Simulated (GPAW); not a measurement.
**How the form of the self-energy moves the gap of CsGeCl3 (R3m)**

Wanted: the gap of CsGeCl3 (R3m) under several approximations, with cost.

Calculated with GPAW 26.7.0; LDA and many-body steps on it, plane waves.

This is a report of a sequence of runs, with most program output left out.

## Step 1: The structure

Symmetry: R3m, No. 160, trigonal system. The conventional cell has a = 7.694 Å, b = 7.694 Å, c = 9.535 Å, α = 90.00°, β = 90.00°, γ = 120.00°. Cs has 12 Cl at 3.86 to 3.90 Å nearest. Ge has 3 Cl at 2.37 Å nearest. Cl has 2 Ge at 2.37 to 3.10 Å and 4 Cs at 3.86 to 3.90 Å nearest. Farther neighbours and most contacts between anions are not listed.

Structure file:

```cif
data_structure
_symmetry_space_group_name_H-M 'R3m:H'
_symmetry_Int_Tables_number 160
_cell_length_a 7.6936
_cell_length_b 7.6936
_cell_length_c 9.5349
_cell_angle_alpha 90.000
_cell_angle_beta 90.000
_cell_angle_gamma 120.000
_cell_volume 488.78
loop_
_atom_site_label
_atom_site_type_symbol
_atom_site_symmetry_multiplicity
_atom_site_Wyckoff_symbol
_atom_site_fract_x
_atom_site_fract_y
_atom_site_fract_z
_atom_site_occupancy
Cs1 Cs 3 a 0.33333 0.66667 0.66507 1
Ge1 Ge 3 a 0.33333 0.66667 0.18220 1
Cl1 Cl 9 b 0.18269 0.36538 0.31402 1
```

The cell and positions are those that the Materials Project relaxed with its own functionals (PBE, PBE+U or r2SCAN), kept fixed. Spin-orbit coupling is left out unless a step names it.

## Step 2: Empty states on the mesh, 4×4×4 mesh, 203 bands

This step: GPAW 26.7.0; DFT, LDA, plane waves, PAW.

The sums over transitions need many empty states on a uniform mesh; this step solves for them.

run.py

```python
import json
import numpy as np
from gpaw.mpi import world
from gpaw import GPAW

calc = GPAW('gs.gpw').fixed_density(kpts={'size': (4, 4, 4), 'gamma': True},
    nbands=236,
    convergence={'bands': 203},
    txt='nscf.txt')
calc.write('full.gpw', mode='all')
res = {}
kpts = calc.get_ibz_k_points()
res['kpts'] = kpts
res['eigenvalues'] = [calc.get_eigenvalues(kpt=k) for k in range(len(kpts))]
res['n_electrons'] = calc.get_number_of_electrons()

if world.rank == 0:
    with open('result.json', 'w') as f:
        json.dump(res, f, default=lambda x: x.tolist())
```

The run is started by

```sh
$ mpirun -n 4 gpaw python run.py
```

Run time: 43 s. Hardware: 4 MPI ranks of AMD EPYC 9R45, shared host; peak memory 1.1 GiB; 2.8 min of CPU time.

Numbers from this step:

- gap: 1.948 eV
- k of the valence top: 0.5, 0.5, 0.5
- k of the conduction bottom: 0.5, 0.5, 0.5
- least direct gap: 1.948 eV
- k points computed: 13
- lowest point of the top converged band, above the valence top: 56.2198 eV

On this mesh the gap is 1.948 eV.

## Step 3: G0W0, Godby-Needs plasmon pole

G0W0 replaces the xc potential by the self-energy, built once from these orbitals. Only a window of levels is corrected, while the sums run over the empty bands that the input names.

This step: G0W0 on LDA, plane waves, PAW.

run.py

```python
import json
import numpy as np
from gpaw.mpi import world
from gpaw.response.g0w0 import G0W0

gw = G0W0('full.gpw',
    filename='gw',
    kpts=[0, 12],
    bands=(15, 19),
    ecut=65,
    nbands=193,
    integrate_gamma='WS',
    ppa=True)
gw.calculate()
res = {mode: {k: v for k, v in r.items() if k != 'sigma_eskwn'}
       for mode, r in gw.all_results.items()}

if world.rank == 0:
    with open('result.json', 'w') as f:
        json.dump(res, f, default=lambda x: x.tolist())
```

The run is started by

```sh
$ mpirun -n 4 gpaw python run.py
```

Elapsed: 79 s, on 4 MPI ranks; peak memory 1.8 GiB.

Numbers from this step:

| Property | Result |
| --- | --- |
| G0W0 gap on the points computed | 3.272 eV |
| least direct G0W0 gap on the computed points | 3.272 eV |
| Z at the valence top | 0.8013 |
| Z at the conduction bottom | 0.8189 |
| starting gap on the mesh | 1.948 eV |
| k of the valence top | 0.5, 0.5, 0.5 |
| k of the conduction bottom | 0.5, 0.5, 0.5 |

The gap on the mesh goes from 1.95 eV to 3.27 eV, a correction of +1.32 eV.

## Step 4: G0W0, full frequency, Hilbert transform

Edit run.py of step 3 so:

```diff
@@ -12,3 +12,5 @@
     integrate_gamma='WS',
-    ppa=True)
+    frequencies={'type': 'nonlinear', 'domega0': 0.1, 'omega2': 15.0},
+    eta=0.1,
+    nblocksmax=True)
 gw.calculate()
```

The run is started by

```sh
$ mpirun -n 4 gpaw python run.py
```

The job ended after 96 s (4 MPI ranks; peak memory 2.1 GiB; 6.4 min of CPU time).

Numbers from this step:

```yaml
g0w0_gap_on_the_points_computed: 3.243 eV
least_direct_g0w0_gap_on_the_computed_points: 3.243 eV
z_at_the_valence_top: 0.7719
z_at_the_conduction_bottom: 0.7909
starting_gap_on_the_mesh: 1.948 eV
k_of_the_valence_top: 0.5, 0.5, 0.5
k_of_the_conduction_bottom: 0.5, 0.5, 0.5
```

Against G0W0 in GPAW (4×4×4 mesh, 193 bands, screening to 65 eV, Godby-Needs plasmon pole), the gap moves by −0.028 eV.

## Step 5: G0W0, multipole

Edit run.py of step 4 so:

```diff
@@ -12,5 +12,3 @@
     integrate_gamma='WS',
-    frequencies={'type': 'nonlinear', 'domega0': 0.1, 'omega2': 15.0},
-    eta=0.1,
-    nblocksmax=True)
+    mpa={'npoles': 4, 'wrange': [0, 40], 'varpi': 20.0, 'eta0': 0.01, 'eta_rest': 1.0, 'alpha': 1})
 gw.calculate()
```

The run is started by

```sh
$ mpirun -n 4 gpaw python run.py
```

Run time: 2.2 min. Hardware: 4 MPI ranks; peak memory 1.8 GiB; 8.7 min of CPU time.

This step gave:

```yaml
g0w0_gap_on_the_points_computed: 3.253 eV
least_direct_g0w0_gap_on_the_computed_points: 3.253 eV
starting_gap_on_the_mesh: 1.948 eV
k_of_the_valence_top: 0.5, 0.5, 0.5
k_of_the_conduction_bottom: 0.5, 0.5, 0.5
```

Against G0W0 in GPAW (4×4×4 mesh, 193 bands, screening to 65 eV, Godby-Needs plasmon pole), the gap moves by −0.019 eV.

## Step 6: The runs together

Times are wall times on 4 MPI ranks of AMD EPYC 9R45, shared host, good to a factor of about two.

```csv
run,mesh,bands,screening cutoff (eV),DFT gap (eV),gap on the mesh (eV),direct (eV),time
"G0W0, Godby-Needs plasmon pole",4×4×4,193,65,1.948,3.272,3.272,79 s
"G0W0, full frequency, Hilbert transform",4×4×4,193,65,1.948,3.243,3.243,96 s
"G0W0, multipole",4×4×4,193,65,1.948,3.253,3.253,2.2 min
```

## Step 7: Outcome

- G0W0, Godby-Needs plasmon pole: 3.272 eV
- G0W0, full frequency, Hilbert transform: 3.243 eV
- G0W0, multipole: 3.253 eV
- known limits: not at the basis limit; no spin-orbit coupling

What this shows: G0W0, full frequency, Hilbert transform: −0.028 eV against G0W0, Godby-Needs plasmon pole. G0W0, multipole: −0.019 eV against G0W0, Godby-Needs plasmon pole. Bands and cutoff are finite, so the gap is not at the basis limit. The miss can reach some tenths of an eV and take either sign; the mesh is an error of its own. These stock PAW sets were not made for GW; the filled d or f shell of Ge lies in the frozen core, which bears on start and correction. In the G0W0 runs levels were corrected at 2 k points alone, so a gap called «on the mesh» is the least over those, and an edge elsewhere would be missed. The many-body steps are scalar-relativistic: spin-orbit coupling is not in them.

[Paths, hosts, dates, memory and timing lines, banners, echoed tables and standing remarks are left out of the program output.]

[Logs are printed without paths, hosts, clocks, repeated set-up lines and the standing remarks that a program may print on its own settings, such as how far it seeks lower states.]

[Runs of the session that timed out or met a known fault of the program may be left out.]

[Hosts, paths, dates, database ids (printed as entryN), source tags and the programs' standing remarks are cut or masked in the printed files.]
